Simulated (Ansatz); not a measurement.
# LiZrBr3 (built on the sites of a database entry of CsSnBr3): from the cell to its phonons, part 2 of 2

How does LiZrBr3 (built on the sites of a database entry of CsSnBr3) vibrate, and is this structure a minimum?

Ansatz 0.2.0; DFT PBEsol, scalar-relativistic, plane waves, norm-conserving pseudopotentials.

So far. Step 4 (Tight relaxation): The forces vanish by symmetry and the pressure is 0.009 GPa, within the tolerances set. The cell now holds 29.58 Å³/atom. Step 5 (Zone-centre response): Before it was imposed, the acoustic sum rule was missed by 3.1e-4 eV/Å². Small misses are needed for a sound result but don't prove that mesh and cutoff are converged. The lowest optical mode is imaginary, 154.0i cm⁻¹, so the energy falls along it. The relaxed cell has a = 5.288 Å (conventional setting).

The structure was built from a prototype and need not be the compound's stable phase.

## (6) Response at finite wavevector

Stability and thermal properties need the whole zone. Linear response on a 2×2×2 q mesh gives force constants as far as a supercell of that size would.

Contents of input.yaml:

```yaml
crystal:
  lattice:
    - [5.2880942881, 0.0, 0.0]
    - [0.0, 5.2880942881, 0.0]
    - [0.0, 0.0, 5.2880942881]
  atoms:
    - { symbol: Li, position: [0.0, 0.0, 0.0] }
    - { symbol: Zr, position: [0.5, 0.5, 0.5] }
    - { symbol: Br, position: [0.5, 0.0, 0.5] }
    - { symbol: Br, position: [0.5, 0.5, 0.0] }
    - { symbol: Br, position: [0.0, 0.5, 0.5] }
kpoints:
  mp_grid: { grid: [8, 8, 8] }
hamiltonian:
  xc: pbesol
  pseudopotentials: { kind: nc }
scf:
  occupations: { method: methfessel_paxton, width: 0.2 }
output:
  eigenvalues: true
phonons:
  method: dfpt
  qmesh: [2, 2, 2]
  temperatures: { t_max: 1000, t_step: 50 }
  qpath:
    path:
      - [[0.0, 0.0, 0.0], [0.0, 0.5, 0.0], [0.5, 0.5, 0.0], [0.0, 0.0, 0.0], [0.5, 0.5, 0.5], [0.0, 0.5, 0.0]]
      - [[0.5, 0.5, 0.5], [0.5, 0.5, 0.0]]
    npoints: 10
```

Started as:

```console
ansatz run input.yaml --threads 4 --pin off --max-ram 14336MiB --backend cpu --events-out ev --progress --plain --runs-dir out
```

Numbers of over 12 decimals in the logs are rounded to 6 here.

The log of the run:

```text
[...]
Crystal: 5 atoms, lattice volume = 147.876 Å³
Basis set: ecut = 1006.821291 eV, 10827 PW (Γ), exchange–correlation on 120×120×120 points (8 copies of the dense FFT grid, shifted against one another)
Bands: 23, of which v1, the nominal top of the filled ones, is band 18 counted from 1 (17 counted from 0)
Symmetry: 48 space group operations
k-points: 35 of 512
[...]
SCF iter   1: F=—  HF=-2863.032445 eV  |F-HF|=—  |Δ(HF+E_count)|=         —  Δρ=6.32e-2  dr2=1.75e1  ethr=3.10e-3  ⟨swp⟩=6.3  Hψ=3957  notcnv=0
[...]
SCF iter  13: F=-2858.822464 eV  HF=-2858.822464 eV  |F-HF|=1.36e-12  |Δ(HF+E_count)|=  6.37e-12  S|Δr|=    0.00e0  Δρ=1.45e-8  dr2=2.00e-13  ethr=1.00e-12  ⟨swp⟩=15.0  Hψ=6201  notcnv=0
SCF 1 converged in 13 iterations: F = -2858.822464 eV  dr2 = 2.00e-13
[...]
SCF iter   6: F=-2858.822464 eV  HF=-2858.822464 eV  |F-HF|=5.00e-12  |Δ(HF+E_count)|=  1.46e-11  S|Δr|=    0.00e0  Δρ=9.81e-8  dr2=8.33e-12  ethr=1.00e-12  ⟨swp⟩=2.8  Hψ=2285  notcnv=0
SCF 2 converged in 6 iterations: F = -2858.822464 eV  dr2 = 8.33e-12
phonons: the bands overlap, so this run is a metal and interpolates without the dipole-dipole term. If the crystal is really an insulator or semiconductor, its LO-TO splitting is missing
NSCF: frozen V_eff on 35 k-points
[...]
DFPT response loops at q = (0, 0, 0) (fractional): preconditioner auto → Kerker (q_TF=auto, 2.156 Å⁻¹) (partly filled bands, converged f_vac=0.072); β = 1.00, the filter's whole step (`scf.mixing.beta` (0.50) is not read by the response loops under this deck's `scf.mixing.preconditioner`; to damp them name `kerker` or `kerker_dos`, under which they read `scf.mixing.beta`, and type it under 1.00, their step now; both keys bind the ground state too); Broyden in place of MSR1
[...]
SCF converged after 13 iterations
[...]
Free energy (F): -2858.822464 eV
[...]
Internal energy: -2858.825209 eV  (E = F + TS)
E sigma→0 (E₀):  -2858.823150 eV
Entropy (-TS):   0.002745 eV (0.549 meV/atom)
Fermi energy:    6.405806 eV
[...]
--- Band table (eV; the first three rows and the last of 35) ---
  k-point 0: bands = [... 14 lower, 2.1258, 2.1258, 2.1258, 5.4461, 5.4461, 5.4461, 5.7986, 7.1238, ... 6 higher]
  k-point 1: bands = [... 14 lower, 1.8303, 2.0783, 2.0783, 5.4547, 5.6727, 5.6727, 5.9764, 7.1250, ... 6 higher]
  k-point 2: bands = [... 14 lower, 1.6714, 2.0357, 2.0357, 5.4757, 6.2170, 6.2170, 6.4135, 7.1279, ... 6 higher]
  k-point 34: bands = [... 14 lower, 2.6293, 2.6293, 2.6293, 6.4908, 7.7688, 7.7688, 7.7688, 9.7569, ... 6 higher]
--- Phonons (Γ-DFPT): 4 representative perturbations + reference (Σ response iterations 12) ---
  ASR residual: 6.726e-5 → 0.000e0 eV/Å²; symmetrization residual: 1.142e-6 eV/Å²
  ASR residual per site (eV/Å²): 7.85e-6 6.73e-5 4.90e-6 4.90e-6 4.90e-6
[...]
--- Phonons (arbitrary-q DFPT): 4 irreducible q on the 2×2×2 mesh ---
  q = [0.0000, 0.0000, 0.0000] (star 1, of the zone-centre solve; hermiticity 2.10e-7, symmetrization 1.64e-14): -154.02 -154.02 -154.02 -0.00 -0.00 0.00 39.02 39.02 39.02 86.04 86.04 86.04 253.80 253.80 253.80
  q = [0.0000, 0.0000, -0.5000] (star 3, 9 solved perturbations in 975 linear systems a pass and spin channel, the states on 125 of 512 k-point pairs; hermiticity 1.00e-7, symmetrization 3.00e-13, the responses' own estimated error 2.5e-5 eV/Å²): -149.49 -149.49 -116.96 -5.86 -5.86 38.12 38.12 45.89 62.48 70.93 70.93 125.97 212.82 249.07 249.07
[...]
sum rule: each row above includes the acoustic sum rule's correction from the zone centre's row sums; it moved no ω² by more than (0.55 cm⁻¹)²
  mesh force constants: q→R imaginary residual 1.00e-18; ASR residual 6.726e-5 → 0.000e0 eV/Å²; symmetrization residual 8.882e-15 eV/Å²
  interpolated dispersion: 62 rows × 15 modes
  density of states and harmonic sums: on the 12×12×12 q-mesh, interpolated from the force constants of a 2×2×2 supercell (no non-analytic term)
  largest difference from the sums on the solved wave vectors: F 1.16e-1 eV, S 1.43e-4 and C_V 2.71e-5 eV/K
  zero-point energy: 0.074656 eV/cell   skipped modes (ω ≤ 0): 393, of them read as no rigid motion or as one in doubt: 390 (4.559e0 modes/cell left out, lowest -154.02 cm⁻¹)   left out of the sums: 3.04e-1 of the cell's modes: C_V's classical limit lies that fraction below 3 k_B per atom; for a crystal, a wire or a layer, F and S can be off by more, and a phonons.interpolated_qmesh denser along its periods is the remedy for the sampling
```

The job ended after 12 min (4 threads of Arm Neoverse V1, shared host; peak memory 3.7 GiB; 49 min of CPU time).

Numbers from this step:

- sum-rule residual before enforcement: 6.73e-5 eV/Å²
- lowest frequency on the path: -154.0 cm⁻¹
- highest frequency on the path or at a solved wavevector: 253.8 cm⁻¹
- lowest mode on the q mesh (acoustic modes at Γ apart): -154.0 cm⁻¹

Frequencies (cm⁻¹) solved at each irreducible wavevector; negative means imaginary. Frequencies by wavevector, by row:

| q in reciprocal lattice units | star | mode 1 | mode 2 | mode 3 | mode 4 | mode 13 | mode 14 | mode 15 |
| --- | --- | --- | --- | --- | --- | --- | --- | --- |
| 0 0 0 | 1 | -154 | -154 | -154 | 0 | 253.8 | 253.8 | 253.8 |
| 0 0 -0.5 | 3 | -149.5 | -149.5 | -117 | -5.9 | 212.8 | 249.1 | 249.1 |
| 0 -0.5 -0.5 | 3 | -144.8 | -136.1 | -136.1 | -46.2 | 211.5 | 216.6 | 243.6 |
| -0.5 -0.5 -0.5 | 1 | -151 | -151 | -151 | -49 | 213.7 | 213.7 | 219.6 |

Interpolated from a 2×2×2 q mesh. The phonon branches at the labelled points (cm⁻¹):

| point | branch 1 | branch 2 | branch 3 | branch 4 | branch 12 | branch 13 | branch 14 | branch 15 |
| --- | --- | --- | --- | --- | --- | --- | --- | --- |
| Γ | -154 | -154 | -154 | 0 | 86 | 254 | 254 | 254 |
| halfway | -152 | -152 | -137 | -5 | 101 | 236 | 251 | 251 |
| X | -150 | -150 | -117 | -6 | 126 | 213 | 249 | 249 |
| halfway | -147 | -143 | -127 | -32 | 126 | 213 | 233 | 246 |
| M | -145 | -136 | -136 | -46 | 127 | 212 | 217 | 244 |
| halfway | -150 | -141 | -139 | -15 | 101 | 233 | 235 | 249 |
| Γ | -154 | -154 | -154 | 0 | 86 | 254 | 254 | 254 |
| halfway | -143 | -143 | -142 | -24 | 100 | 232 | 232 | 234 |
| R | -151 | -151 | -151 | -49 | 120 | 214 | 214 | 220 |
| halfway | -146 | -145 | -136 | -36 | 125 | 214 | 230 | 232 |
| X | -150 | -150 | -117 | -6 | 126 | 213 | 249 | 249 |
| jump to R | -151 | -151 | -151 | -49 | 120 | 214 | 214 | 220 |
| halfway | -148 | -144 | -144 | -48 | 124 | 213 | 217 | 230 |
| M | -145 | -136 | -136 | -46 | 127 | 212 | 217 | 244 |

Tetrahedra on a 12×12×12 mesh, mean over bins of 5 cm-1. Interpolated from a 2×2×2 q mesh. Phonon density of states against wavenumber; read off at these points:

| wavenumber (cm⁻¹) | phonon density of states (1/cm⁻¹/cell) |
| --- | --- |
| -152 | 0.0381 |
| -148 | 0.255 |
| -142 | 0.131 |
| -132 | 0.0478 |
| -118 | 0.00188 |
| -108 | 0 |
| -98 | 0 |
| -88 | 0 |
| -78 | 0 |
| -62 | 0 |
| -52 | 0 |
| -42 | 0.0441 |
| -32 | 0.0372 |
| -22 | 0.0277 |
| -12 | 0.0204 |
| 2 | 0.0341 |
| 12 | 0.0515 |
| 22 | 0.0367 |
| 32 | 0.0443 |
| 42 | 0.0343 |
| 58 | 0.0721 |
| 68 | 0.0968 |
| 78 | 0.117 |
| 88 | 0.0494 |
| 98 | 0.0386 |
| 112 | 0.0470 |
| 122 | 0.0914 |
| 132 | 0 |
| 142 | 0 |
| 152 | 0 |
| 162 | 0 |
| 178 | 0 |
| 188 | 0 |
| 198 | 0 |
| 208 | 0 |
| 218 | 0.0871 |
| 232 | 0.0618 |
| 242 | 0.0896 |
| 248 | 0.0966 |
| 252 | 0.0234 |

The partial phonon density of states has structure finer than the step of the table below, so its rows give means over 10 cm⁻¹, whole bins alone (the curve runs from -164 to 271 cm⁻¹). Peaks (cm⁻¹: height): Br -35.3: 0.0435, -21.6: 0.0366, 16.7: 0.0538, 77.0: 0.0939, 216.6: 0.0752, 244.0: 0.0508; Li -144.9: 0.187; Zr 85.2: 0.0228, 101.6: 0.0367, 123.5: 0.0622, 246.8: 0.0380.

Phonopy on the run's constants, 11x11x11 mesh, Gaussian sigma 3.1 cm-1. Interpolated from a 2×2×2 q mesh. Partial phonon density of states against wavenumber; means over each step; values in 1/cm⁻¹/cell:

| wavenumber (cm⁻¹) | Br | Li | Zr |
| --- | --- | --- | --- |
| -150 | 0.00232 | 0.122 | 1.7e-4 |
| -140 | 0.00282 | 0.117 | 5.4e-4 |
| -130 | 9.6e-4 | 0.0378 | 2.4e-4 |
| -120 | 1.3e-4 | 0.00910 | 2.9e-5 |
| -110 | 2.1e-6 | 3.4e-4 | 1.5e-7 |
| -100 | 0 | 0 | 0 |
| -90 | 0 | 0 | 0 |
| -80 | 0 | 0 | 0 |
| -70 | 0 | 0 | 0 |
| -60 | 1.1e-4 | 0 | 0 |
| -50 | 0.0141 | 2.7e-6 | 2.7e-6 |
| -40 | 0.0398 | 2.3e-5 | 3.0e-5 |
| -30 | 0.0324 | 3.8e-5 | 8.5e-5 |
| -20 | 0.0323 | 6.6e-5 | 2.2e-4 |
| -10 | 0.0246 | 1.4e-4 | 0.00315 |
| 0 | 0.0122 | 1.1e-4 | 0.00253 |
| 10 | 0.0317 | 1.5e-4 | 0.00358 |
| 20 | 0.0505 | 3.4e-4 | 0.00530 |
| 30 | 0.0450 | 2.0e-4 | 0.00170 |
| 40 | 0.0417 | 2.1e-4 | 0.00282 |
| 50 | 0.0478 | 5.1e-4 | 0.00623 |
| 60 | 0.0735 | 0.00121 | 0.00719 |
| 70 | 0.0882 | 0.00125 | 0.0130 |
| 80 | 0.0839 | 0.00124 | 0.0203 |
| 90 | 0.0284 | 4.4e-4 | 0.0191 |
| 100 | 0.0142 | 3.3e-4 | 0.0276 |
| 110 | 0.00742 | 2.7e-4 | 0.0273 |
| 120 | 0.00591 | 5.5e-4 | 0.0568 |
| 130 | 7.6e-4 | 2.2e-4 | 0.0215 |
| 140 | 2.2e-6 | 1.1e-6 | 5.9e-5 |
| 150 | 0 | 0 | 0 |
| 160 | 0 | 0 | 0 |
| 170 | 0 | 0 | 0 |
| 180 | 0 | 0 | 0 |
| 190 | 0 | 0 | 0 |
| 200 | 1.9e-4 | 0 | 4.2e-6 |
| 210 | 0.0306 | 5.8e-6 | 0.00109 |
| 220 | 0.0661 | 1.8e-5 | 0.00764 |
| 230 | 0.0434 | 1.3e-5 | 0.0159 |
| 240 | 0.0445 | 9.5e-6 | 0.0289 |
| 250 | 0.0329 | 9.0e-7 | 0.0258 |
| 260 | 0.00159 | 0 | 0.00128 |

Symmetry leaves 4 wavevectors to solve. The lowest mode among them, the acoustic zeros apart, lies at Γ and is imaginary, 154.0i cm⁻¹, so the energy falls along it.

## (7) Another isotope, element Br, natural mass 79.904 amu

An isotope changes the mass and not the force constants, so no new electronic calculation is needed; the shifts show which modes move this element.

The same force constants with the mass of Br changed from 79.904 to 80.916 u (phonopy, no LO-TO term). Both lists are sorted by frequency; levels can cross, so a row need not hold one and the same mode. Modes under 3 cm⁻¹ are left out. Isotope shifts, by row, the first 40 of 57 rows:

| q | rank | natural mass (cm⁻¹) | changed mass (cm⁻¹) |
| --- | --- | --- | --- |
| 0 0 0 | 1 | -154 | -154 |
| 0 0 0 | 2 | -154 | -154 |
| 0 0 0 | 3 | -154 | -154 |
| 0 0 0 | 7 | 39.02 | 38.77 |
| 0 0 0 | 8 | 39.02 | 38.77 |
| 0 0 0 | 9 | 39.02 | 38.77 |
| 0 0 0 | 10 | 86.04 | 85.65 |
| 0 0 0 | 11 | 86.04 | 85.65 |
| 0 0 0 | 12 | 86.04 | 85.65 |
| 0 0 0 | 13 | 253.8 | 252.9 |
| 0 0 0 | 14 | 253.8 | 252.9 |
| 0 0 0 | 15 | 253.8 | 252.9 |
| 0 0 -0.5 | 1 | -149.5 | -149.5 |
| 0 0 -0.5 | 2 | -149.5 | -149.5 |
| 0 0 -0.5 | 3 | -117 | -117 |
| 0 0 -0.5 | 4 | -5.86 | -5.83 |
| 0 0 -0.5 | 5 | -5.86 | -5.83 |
| 0 0 -0.5 | 6 | 38.12 | 37.88 |
| 0 0 -0.5 | 7 | 38.12 | 37.88 |
| 0 0 -0.5 | 8 | 45.89 | 45.6 |
| 0 0 -0.5 | 9 | 62.48 | 62.09 |
| 0 0 -0.5 | 10 | 70.93 | 70.63 |
| 0 0 -0.5 | 11 | 70.93 | 70.63 |
| 0 0 -0.5 | 12 | 126 | 126 |
| 0 0 -0.5 | 13 | 212.8 | 211.5 |
| 0 0 -0.5 | 14 | 249.1 | 248.2 |
| 0 0 -0.5 | 15 | 249.1 | 248.2 |
| 0 -0.5 -0.5 | 1 | -144.8 | -144.8 |
| 0 -0.5 -0.5 | 2 | -136.1 | -136.1 |
| 0 -0.5 -0.5 | 3 | -136.1 | -136.1 |
| 0 -0.5 -0.5 | 4 | -46.19 | -45.9 |
| 0 -0.5 -0.5 | 5 | 27.28 | 27.1 |
| 0 -0.5 -0.5 | 6 | 27.28 | 27.1 |
| 0 -0.5 -0.5 | 7 | 39.45 | 39.34 |
| 0 -0.5 -0.5 | 8 | 60.75 | 60.39 |
| 0 -0.5 -0.5 | 9 | 60.75 | 60.39 |
| 0 -0.5 -0.5 | 10 | 84.01 | 83.48 |
| 0 -0.5 -0.5 | 11 | 127.1 | 127.1 |
| 0 -0.5 -0.5 | 12 | 127.1 | 127.1 |
| 0 -0.5 -0.5 | 13 | 211.5 | 210.1 |

A mode of this element alone would shift by -0.63 %. The highest zone-centre frequency without the field goes from 253.8 to 252.9 cm⁻¹ (-0.3 %).

## (8) Another isotope, element Li, natural mass 6.94 amu

The same for Li, from 6.94 to 6.02 u.

A mode of this element alone would shift by +7.41 %. The highest zone-centre frequency without the field goes from 253.8 to 253.8 cm⁻¹ (+0.0 %).

## (9) Another isotope, element Zr, natural mass 91.222 amu

The same for Zr, from 91.22 to 95.91 u.

The same force constants with the mass of Zr changed from 91.222 to 95.908 u (phonopy, no LO-TO term). Both lists are sorted by frequency; levels can cross, so a row need not hold one and the same mode. Modes under 3 cm⁻¹ are left out. Isotope shifts, by row, the first 40 of 57 rows:

| q | rank | natural mass (cm⁻¹) | changed mass (cm⁻¹) |
| --- | --- | --- | --- |
| 0 0 0 | 1 | -154 | -154 |
| 0 0 0 | 2 | -154 | -154 |
| 0 0 0 | 3 | -154 | -154 |
| 0 0 0 | 7 | 39.02 | 39.02 |
| 0 0 0 | 8 | 39.02 | 39.02 |
| 0 0 0 | 9 | 39.02 | 39.02 |
| 0 0 0 | 10 | 86.04 | 85.43 |
| 0 0 0 | 11 | 86.04 | 85.43 |
| 0 0 0 | 12 | 86.04 | 85.43 |
| 0 0 0 | 13 | 253.8 | 251 |
| 0 0 0 | 14 | 253.8 | 251 |
| 0 0 0 | 15 | 253.8 | 251 |
| 0 0 -0.5 | 1 | -149.5 | -149.5 |
| 0 0 -0.5 | 2 | -149.5 | -149.5 |
| 0 0 -0.5 | 3 | -117 | -117 |
| 0 0 -0.5 | 4 | -5.86 | -5.83 |
| 0 0 -0.5 | 5 | -5.86 | -5.83 |
| 0 0 -0.5 | 6 | 38.12 | 38.12 |
| 0 0 -0.5 | 7 | 38.12 | 38.12 |
| 0 0 -0.5 | 8 | 45.89 | 45.89 |
| 0 0 -0.5 | 9 | 62.48 | 62.45 |
| 0 0 -0.5 | 10 | 70.93 | 70.37 |
| 0 0 -0.5 | 11 | 70.93 | 70.37 |
| 0 0 -0.5 | 12 | 126 | 122.9 |
| 0 0 -0.5 | 13 | 212.8 | 212.8 |
| 0 0 -0.5 | 14 | 249.1 | 246.2 |
| 0 0 -0.5 | 15 | 249.1 | 246.2 |
| 0 -0.5 -0.5 | 1 | -144.8 | -144.8 |
| 0 -0.5 -0.5 | 2 | -136.1 | -136 |
| 0 -0.5 -0.5 | 3 | -136.1 | -136 |
| 0 -0.5 -0.5 | 4 | -46.19 | -46.19 |
| 0 -0.5 -0.5 | 5 | 27.28 | 27.28 |
| 0 -0.5 -0.5 | 6 | 27.28 | 27.28 |
| 0 -0.5 -0.5 | 7 | 39.45 | 38.92 |
| 0 -0.5 -0.5 | 8 | 60.75 | 60.72 |
| 0 -0.5 -0.5 | 9 | 60.75 | 60.72 |
| 0 -0.5 -0.5 | 10 | 84.01 | 84.01 |
| 0 -0.5 -0.5 | 11 | 127.1 | 124.1 |
| 0 -0.5 -0.5 | 12 | 127.1 | 124.1 |
| 0 -0.5 -0.5 | 13 | 211.5 | 211.5 |

A mode of this element alone would shift by -2.47 %. The highest zone-centre frequency without the field goes from 253.8 to 251.0 cm⁻¹ (-1.1 %).

## (10) Outcome

| Property | Result |
| --- | --- |
| space group after relaxation (within 0.01 Å) | Pm-3m |
| volume per atom | 29.6 Å³ |
| electronic character | no gap on this mesh |
| highest optical mode at the zone centre (no LO-TO term) | 254 cm⁻¹ |
| lowest optical zone-centre mode | -154 cm⁻¹ |
| lowest mode on the q mesh (acoustic modes at Γ apart) | -154 cm⁻¹ |
| highest frequency on the path or at a solved wavevector | 254 cm⁻¹ |
| imaginary modes on the 2×2×2 q mesh | yes |

In words: Modes are clearly imaginary (beyond 10i cm⁻¹) at 4 of the 4 irreducible wavevectors, most at Γ (154.0i cm⁻¹), so this structure is not a minimum of the energy. The optical modes at Γ span -154 to 254 cm⁻¹ (negative means imaginary). With no gap, or one that is small against the smearing, the frequencies hang on the k mesh and the smearing, most of all near Kohn anomalies. The starting cell was built on a prototype and not taken from a measurement, so the phase need not exist. These are harmonic frequencies at zero temperature: anharmonic shifts, linewidths and thermal expansion are left out.

[Logs are printed without paths, hosts, clocks, repeated set-up lines and the standing remarks that a program may print on its own settings, such as how far it seeks lower states.]

[Hosts, paths, dates, database ids (printed as entryN), source tags and the programs' standing remarks are cut or masked in the printed files.]
